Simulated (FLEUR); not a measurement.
# PrClO: parallel and opposed starts

A self-consistent run ends on one state, which hangs on the start. Several orders of PrClO are started in FLEUR and their energies compared.

Calculated with FLEUR MaX-R8.1; LDA (VWN) with U = 6 eV on Pr f; all-electron FLAPW, Dirac cores, scalar-relativistic bands.

## (1) The structure

The structure is tetragonal, space group P4/nmm (No. 129). Conventional cell: a = 4.051 Å, b = 4.051 Å, c = 6.810 Å, α = 90.00°, β = 90.00°, γ = 90.00°. Nearest to Pr lie 4 O at 2.37 Å and 6 Cl at 3.12 to 3.68 Å. Nearest to Cl lie 6 Pr at 3.12 to 3.68 Å and 4 O at 3.18 Å. Nearest to O lie 4 Pr at 2.37 Å. Farther neighbours and most contacts between anions are not listed.

Structure file:

```cif
data_structure
_symmetry_space_group_name_H-M 'P4/nmm:1'
_symmetry_Int_Tables_number 129
_cell_length_a 4.0510
_cell_length_b 4.0510
_cell_length_c 6.8100
_cell_angle_alpha 90.000
_cell_angle_beta 90.000
_cell_angle_gamma 90.000
_cell_volume 111.76
loop_
_atom_site_label
_atom_site_type_symbol
_atom_site_symmetry_multiplicity
_atom_site_Wyckoff_symbol
_atom_site_fract_x
_atom_site_fract_y
_atom_site_fract_z
_atom_site_occupancy
Pr1 Pr 2 c 0.00000 0.50000 0.18000 1
Cl1 Cl 2 c 0.00000 0.50000 0.64000 1
O1 O 2 a 0.00000 0.00000 0.00000 1
```

The settings of this session are cheaper than careful work needs (see the inputs), so it shows what such settings give, not the properties of the crystal.

## (2) Order 1, typed as ferro ++

The parallel start is the test of whether parallel moments hold. The U counters the self-interaction that shrinks the moments of a localised shell.

The file n_mmp_mat seeds the f occupations with whole cubic orbitals by Hund's first rule, so that the U acts from the first pass. inpgen writes inp.xml from crystal.txt; cutoffs, mixing, functional, smearing and local orbitals are then set in the file. The k list default-1 (kpts.xml, not shown) is a Γ-centred 6×6×6 mesh; where the ranks do not divide the number of points, some are split in two of half the weight.

File inp.xml:

```
<?xml version="1.0" encoding="UTF-8" standalone="no"?>
<fleurInput fleurInputVersion="0.39">
   <comment>
      PrClO
   </comment>
   <calculationSetup>
      <cutoffs Kmax="2.66" Gmax="8.0" GmaxXC="8.0" numbands="0"/>
      <scfLoop itmax="130" minDistance="0.0001" maxIterBroyd="15" imix="Anderson" alpha="0.05" precondParam="0.7" spinf="2.0" sdNocoIR="T"/>
      <coreElectrons ctail="T" frcor="F" kcrel="0" coretail_lmax="0"/>
      <xcFunctional name="vwn" relativisticCorrections="F"/>
      <magnetism jspins="2"/>
      <soc l_soc="F" theta="0.0" phi="0.0" spav="F"/>
      <expertModes spex="0" secvar="F"/>
      <geometryOptimization l_f="F" forcealpha="1.0" forcemix="BFGS" epsdisp="0.00001" epsforce="0.00001"/>
      <ldaU l_linMix="F" mixParam="0.05" spinf="1.0"/>
   </calculationSetup>
   <cell>
      <bzIntegration valenceElectrons="52.0" mode="hist" fermiSmearingEnergy="0.01469973">
         <kPointListSelection listName="default-1"/>
         <xi:include xmlns:xi="http://www.w3.org/2001/XInclude" href="kpts.xml"> </xi:include>
      </bzIntegration>
      <xi:include xmlns:xi="http://www.w3.org/2001/XInclude" href="sym.xml"> </xi:include>
      <bulkLattice scale="1.0">
         <bravaisMatrix>
            <row-1>    7.6552805307545997     0.0000000000000000     0.0000000000000000</row-1>
            <row-2>    0.0000000000000000     7.6552805307545997     0.0000000000000000</row-2>
            <row-3>    0.0000000000000000     0.0000000000000000    12.8690349085259985</row-3>
         </bravaisMatrix>
      </bulkLattice>
   </cell>
   <atomSpecies>
      <species name="Praseodymi2.002" element="Pr" atomicNumber="59">
         <mtSphere radius="2.79" gridPoints="923" logIncrement="0.014"/>
         <atomicCutoffs lmax="10" lnonsphr="8"/>
         <electronConfig flipSpins="F">
            <coreConfig>(1s1/2) (2s1/2) (2p1/2) (2p3/2) (3s1/2) (3p1/2) (3p3/2) (4s1/2) (3d3/2) (3d5/2) (4p1/2) (4p3/2) (4d3/2) (4d5/2)</coreConfig>
            <valenceConfig>(5s1/2) (5p1/2) (5p3/2) (6s1/2) (4f5/2) (4f7/2)</valenceConfig>
            <stateOccupation state="(4f5/2)" spinUp="0.7867142857143" spinDown="0.499"/>
            <stateOccupation state="(4f7/2)" spinUp="1.7142857142857" spinDown="0.0"/>
         </electronConfig>
         <energyParameters s="6" p="6" d="5" f="4"/>
         <ldaU l="3" U="6.0" J="0.0" l_amf="F"/>
         <lo type="SCLO" l="0" n="5" eDeriv="0"/>
         <lo type="SCLO" l="1" n="5" eDeriv="0"/>
      </species>
      <species name="Chlorine (Cl)" element="Cl" atomicNumber="17">
         <mtSphere radius="2.8" gridPoints="925" logIncrement="0.013"/>
         <atomicCutoffs lmax="10" lnonsphr="8"/>
         <electronConfig flipSpins="F">
            <coreConfig>(1s1/2) (2s1/2) (2p1/2) (2p3/2)</coreConfig>
            <valenceConfig>(3s1/2) (3p1/2) (3p3/2)</valenceConfig>
            <stateOccupation state="(3p1/2)" spinUp="0.833333" spinDown="0.833333"/>
            <stateOccupation state="(3p3/2)" spinUp="1.666667" spinDown="1.666667"/>
         </electronConfig>
         <energyParameters s="3" p="3" d="3" f="4"/>
      </species>
      <species name="Oxygen (O)" element="O" atomicNumber="8">
         <mtSphere radius="1.58" gridPoints="523" logIncrement="0.02"/>
         <atomicCutoffs lmax="6" lnonsphr="4"/>
         <electronConfig flipSpins="F">
            <coreConfig>(1s1/2)</coreConfig>
            <valenceConfig>(2s1/2) (2p1/2) (2p3/2)</valenceConfig>
            <stateOccupation state="(2p1/2)" spinUp="0.666667" spinDown="0.666667"/>
            <stateOccupation state="(2p3/2)" spinUp="1.333333" spinDown="1.333333"/>
         </electronConfig>
         <energyParameters s="2" p="2" d="3" f="4"/>
      </species>
   </atomSpecies>
   <atomGroups>
      <atomGroup species="Praseodymi2.002">
         <relPos label="                   1">-1.000/4.000 1.000/4.000 .1800000000</relPos>
         <relPos label="                   2">1.000/4.000 -1.000/4.000 -.1800000000</relPos>
         <force calculate="T" relaxXYZ="TTT"/>
      </atomGroup>
      <atomGroup species="Chlorine (Cl)">
         <relPos label="                   3">-1.000/4.000 1.000/4.000 -9.000/25.000</relPos>
         <relPos label="                   4">1.000/4.000 -1.000/4.000 9.000/25.000</relPos>
         <force calculate="T" relaxXYZ="TTT"/>
      </atomGroup>
      <atomGroup species="Oxygen (O)">
         <relPos label="                   5">-1.000/4.000 -1.000/4.000 .0000000000</relPos>
         <relPos label="                   6">1.000/4.000 1.000/4.000 .0000000000</relPos>
         <force calculate="T" relaxXYZ="TTT"/>
      </atomGroup>
   </atomGroups>
   <output dos="F" band="F" slice="F">
      <bandDOS minEnergy="-.5*Htr" maxEnergy="0.5*Htr" sigma="0.015" storeEVData="T"/>
      <plotting iplot="0" polar="F">
         <plot TwoD="T" vec1="  1.0  0.0  0.0" vec2="  0.0  1.0  0.0" vec3="  0.0  0.0  1.0" zero="  0.0  0.0  0.0" file="plot"/>
      </plotting>
      <moessbauerParams electricFieldGradient="F" isomerShift="F" coreHyperfine="F" valenceHyperfine="F"/>
   </output>
</fleurInput>
```

File crystal.txt:

```
PrClO
&input film=F cartesian=F /
4.05100000000  0.00000000000  0.00000000000
0.00000000000  4.05100000000  0.00000000000
0.00000000000  0.00000000000  6.81000000000
1.8897261246
1.0 1.0 1.0

6
59 0.00000000000  0.50000000000  0.18000000000 : 2.002
59 0.50000000000  0.00000000000  0.82000000000 : 2.002
17 0.00000000000  0.50000000000  0.64000000000
17 0.50000000000  0.00000000000  0.36000000000
8 0.00000000000  0.00000000000  0.00000000000
8 0.50000000000  0.50000000000  0.00000000000

&kpt div1=6 div2=6 div3=6 gamma=T /
```

Command:

```bash
$ OMP_NUM_THREADS=1 inpgen -f crystal.txt > inpgen.log  # inp.xml is then edited as shown
$ OMP_NUM_THREADS=1 mpirun -n 4 fleur_MPI > fleur.log
```

Log:

```text
Welcome to FLEUR        (www.flapw.de)
      MaX-Release 8.1          (www.max-centre.eu)

 ========== k-point set info ==========
 Selected k-point list: default-1
 k-point list type: mesh
 6 x 6 x 6
 Number of k points: 40

 ------------Calculation Setup---------------------------
 Number of MPI-tasks      :            4
 Number of PE/node        :            4
 Number of OMP-threads    :            1
 k-points in parallel     :            4
 pe's per k-point         :            1
 No of k-point loops      :           10
 Eigenvalue solver        :       lapack
 Number of basis functions:          291
 Approximate size of matrices (H+S) per k-point:         0.001 GB
 --------------------------------------------------------
 Iteration:     1   Distance:      28.45382689 me/bohr^3
 Iteration:     2   Distance:      26.48538715 me/bohr^3
 Iteration:     3   Distance:      22.56559426 me/bohr^3
 Iteration:     4   Distance:      14.98784382 me/bohr^3
 Iteration:     5   Distance:       9.28142644 me/bohr^3
 Iteration:     6   Distance:       2.16516948 me/bohr^3
 Iteration:     7   Distance:       2.19293049 me/bohr^3
 Iteration:     8   Distance:       0.66031167 me/bohr^3
 Iteration:     9   Distance:       0.66787792 me/bohr^3
 Iteration:    10   Distance:       0.21976671 me/bohr^3
 Iteration:    11   Distance:       0.05199240 me/bohr^3
 Iteration:    12   Distance:       0.04891174 me/bohr^3
 Iteration:    13   Distance:       0.01548957 me/bohr^3
 Iteration:    14   Distance:       0.00967723 me/bohr^3
 Iteration:    15   Distance:       0.00380902 me/bohr^3
 Iteration:    16   Distance:       0.00347957 me/bohr^3
 Iteration:    17   Distance:       0.00183240 me/bohr^3
 Iteration:    18   Distance:       0.00077544 me/bohr^3
 Iteration:    19   Distance:       0.00029316 me/bohr^3
 Iteration:    20   Distance:       0.00017349 me/bohr^3
 Iteration:    21   Distance:       0.00006025 me/bohr^3

 ********************************************************************
 Run finished successfully
 Stop message:
   all done
 ********************************************************************

--- out.xml (last complete iteration) ---
<iteration numberForCurrentRun="   21" overallNumber="   21">
         [... left out ...]
         <bandgap value="4.1203042180" units="eV"/>
         <sumValenceSingleParticleEnergies value="-9.9593583215" units="Htr"/>
         <FermiEnergy value="0.2277388872" units="Htr"/>
         <valenceDensity>
            <mtCharges spin="1">
               <mtCharge atomType="1" total="6.3623668" s="1.0381887" p="2.9087905" d="0.3320203" f="2.0516373"/>
               <mtCharge atomType="2" total="3.4649676" s="0.9580123" p="2.4715843" d="0.0243135" f="0.0066706"/>
               <mtCharge atomType="3" total="2.4155235" s="0.7837658" p="1.6259185" d="0.0044338" f="0.0011365"/>
            </mtCharges>
            <mtCharges spin="2">
               <mtCharge atomType="1" total="4.3773080" s="1.0361605" p="2.9001975" d="0.3112350" f="0.0978788"/>
               <mtCharge atomType="2" total="3.4696207" s="0.9581133" p="2.4786525" d="0.0226542" f="0.0063119"/>
               <mtCharge atomType="3" total="2.4239821" s="0.7841683" p="1.6350118" d="0.0037969" f="0.0008298"/>
            </mtCharges>
            <spinDependentCharge spin="1" total="28.0041656" interstitial="3.5184497" mtSpheres="24.4857159"/>
            <spinDependentCharge spin="2" total="23.9958344" interstitial="3.4540130" mtSpheres="20.5418214"/>
            <totalCharge value="52.0000000000"/>
         </valenceDensity>
         [... left out ...]
         <allElectronCharges>
            <spinDependentCharge spin="1" total="86.0041655" interstitial="3.5185239" mtSpheres="82.4856417"/>
            <spinDependentCharge spin="2" total="81.9958344" interstitial="3.4540919" mtSpheres="78.5417426"/>
            <totalCharge value="167.9999999716"/>
         </allElectronCharges>
         <magneticMomentsInMTSpheres units="muBohr">
            <globalMagMoment atomType="1" vec="0.00000   0.00000   1.98506"/>
            <localMagMoment atomType="1" vec="0.00000   0.00000   1.98506"/>
            <globalMagMoment atomType="2" vec="0.00000   0.00000  -0.00465"/>
            <localMagMoment atomType="2" vec="0.00000   0.00000  -0.00465"/>
            <globalMagMoment atomType="3" vec="0.00000   0.00000  -0.00846"/>
            <localMagMoment atomType="3" vec="0.00000   0.00000  -0.00846"/>
         </magneticMomentsInMTSpheres>
         <moessbauerParams unitsHFF="kG" unitsIS="e/bohr^3" unitsEFG="Htr/bohr^2">
         </moessbauerParams>
         <totalEnergy value="   -19542.0453979471" units="Htr">
            <sumOfEigenvalues value="   -12000.4164246458">
               <coreElectrons value="-11990.4570663243"/>
               <valenceElectrons value="-9.9593583215"/>
            </sumOfEigenvalues>
            <densityCoulombPotentialIntegral value="-32287.1768551140"/>
            <densityEffectivePotentialIntegral value="-32936.1564911301"/>
            <chargeDenXCDenIntegral value="-489.4769373116"/>
            <FockExchangeEnergyValence value="0.0000000000"/>
            <FockExchangeEnergyCore value="0.0000000000"/>
            <atomTypeDependentContributions atomType="1">
               <electronNucleiInteractionDifferentMTs value="22499.7800049822"/>
               <MadelungTerm value="-59.1829068346"/>
            </atomTypeDependentContributions>
            <atomTypeDependentContributions atomType="2">
               <electronNucleiInteractionDifferentMTs value="1100.6932463432"/>
               <MadelungTerm value="-5.8679496967"/>
            </atomTypeDependentContributions>
            <atomTypeDependentContributions atomType="3">
               <electronNucleiInteractionDifferentMTs value="171.8391692506"/>
               <MadelungTerm value="-7.7898423034"/>
            </atomTypeDependentContributions>
            <dftUCorrection value="-0.4330198479"/>
            <tkbTimesEntropy value="0.0032792128"/>
            <freeEnergy value="-19542.0486771599"/>
            <extrapolationTo0K value="-19542.0470375535"/>
         </totalEnergy>
         <ldaUDensityMatrix>
            <densityMatrixFor spin="1" atomType="1" uIndex="1" l="3" U="6.00000000" J="0.00000000">
               (+0.01712,+0.00000) (+0.00000,+0.00000) (+0.00000,+0.00000) (+0.00000,+0.00000) (+0.00057,+0.00000) (+0.00000,+0.00000) (+0.00000,+0.00000)
               (+0.00000,+0.00000) (+0.99019,+0.00000) (+0.00000,+0.00000) (+0.00000,+0.00000) (+0.00000,+0.00000) (+0.00477,+0.00000) (+0.00000,+0.00000)
               (+0.00000,+0.00000) (+0.00000,+0.00000) (+0.00869,+0.00000) (+0.00000,+0.00000) (+0.00000,+0.00000) (+0.00000,+0.00000) (+0.00057,+0.00000)
               (+0.00000,+0.00000) (+0.00000,+0.00000) (+0.00000,+0.00000) (+0.01963,+0.00000) (+0.00000,+0.00000) (+0.00000,+0.00000) (+0.00000,+0.00000)
               (+0.00057,+0.00000) (+0.00000,+0.00000) (+0.00000,+0.00000) (+0.00000,+0.00000) (+0.00869,+0.00000) (+0.00000,+0.00000) (+0.00000,+0.00000)
               (+0.00000,+0.00000) (+0.00477,+0.00000) (+0.00000,+0.00000) (+0.00000,+0.00000) (+0.00000,+0.00000) (+0.99019,+0.00000) (+0.00000,+0.00000)
               (+0.00000,+0.00000) (+0.00000,+0.00000) (+0.00057,+0.00000) (+0.00000,+0.00000) (+0.00000,+0.00000) (+0.00000,+0.00000) (+0.01712,+0.00000)
            </densityMatrixFor>
            <densityMatrixFor spin="2" atomType="1" uIndex="1" l="3" U="6.00000000" J="0.00000000">
               (+0.01426,+0.00000) (+0.00000,+0.00000) (+0.00000,+0.00000) (+0.00000,+0.00000) (+0.00026,+0.00000) (+0.00000,+0.00000) (+0.00000,+0.00000)
               (+0.00000,+0.00000) (+0.01962,+0.00000) (+0.00000,+0.00000) (+0.00000,+0.00000) (+0.00000,+0.00000) (+0.00952,+0.00000) (+0.00000,+0.00000)
               (+0.00000,+0.00000) (+0.00000,+0.00000) (+0.00705,+0.00000) (+0.00000,+0.00000) (+0.00000,+0.00000) (+0.00000,+0.00000) (+0.00026,+0.00000)
               (+0.00000,+0.00000) (+0.00000,+0.00000) (+0.00000,+0.00000) (+0.01601,+0.00000) (+0.00000,+0.00000) (+0.00000,+0.00000) (+0.00000,+0.00000)
               (+0.00026,+0.00000) (+0.00000,+0.00000) (+0.00000,+0.00000) (+0.00000,+0.00000) (+0.00705,+0.00000) (+0.00000,+0.00000) (+0.00000,+0.00000)
               (+0.00000,+0.00000) (+0.00952,+0.00000) (+0.00000,+0.00000) (+0.00000,+0.00000) (+0.00000,+0.00000) (+0.01962,+0.00000) (+0.00000,+0.00000)
               (+0.00000,+0.00000) (+0.00000,+0.00000) (+0.00026,+0.00000) (+0.00000,+0.00000) (+0.00000,+0.00000) (+0.00000,+0.00000) (+0.01426,+0.00000)
            </densityMatrixFor>
         </ldaUDensityMatrix>
         <ldaUDensityMatrixConvergence>
            <distance spin="1" distance="0.000001"/>
            <distance spin="2" distance="0.000000"/>
         </ldaUDensityMatrixConvergence>
         <densityConvergence units="me/bohr^3">
            <chargeDensity spin="1" distance="0.0000340110"/>
            <chargeDensity spin="2" distance="0.0000295492"/>
            <overallChargeDensity distance="0.0000602452"/>
            <spinDensity distance="0.0000207442"/>
         </densityConvergence>
      </iteration>
```

Run time: 22 s. Hardware: 4 MPI ranks of Arm Neoverse V2, shared host; peak memory 0.24 GiB.

Spin moment in the muffin-tin sphere by atom:

```
atom  spin moment in the muffin-tin sphere (μB)
 Pr1                                       1.99
 Pr2                                       1.99
 Cl3                                       0.00
 Cl4                                       0.00
  O5                                      -0.01
  O6                                      -0.01
```

This step gave:

```yaml
free_energy: -531766.2346 eV
program_s_band_gap_on_this_mesh_in_a_metal_only_a_level_spacing: 4.120 eV
magnetization: 4.008 μB
final_state: ferromagnetic
```

After 21 cycles the largest moment stands at 1.99 μB.

(Continued in part 2 of 3.)

[Logs and program files are shortened in this print: banners, set-up blocks, solver, clock and traceback lines can be left out without a mark of their own.]

[Logs are printed without paths, hosts, clocks, repeated set-up lines and the standing remarks that a program may print on its own settings, such as how far it seeks lower states.]

[Hosts, paths, dates, database ids (printed as entryN), source tags and the programs' standing remarks are cut or masked in the printed files.]

[Where a cell is said to come from a database of computed structures, the database is the Materials Project.]
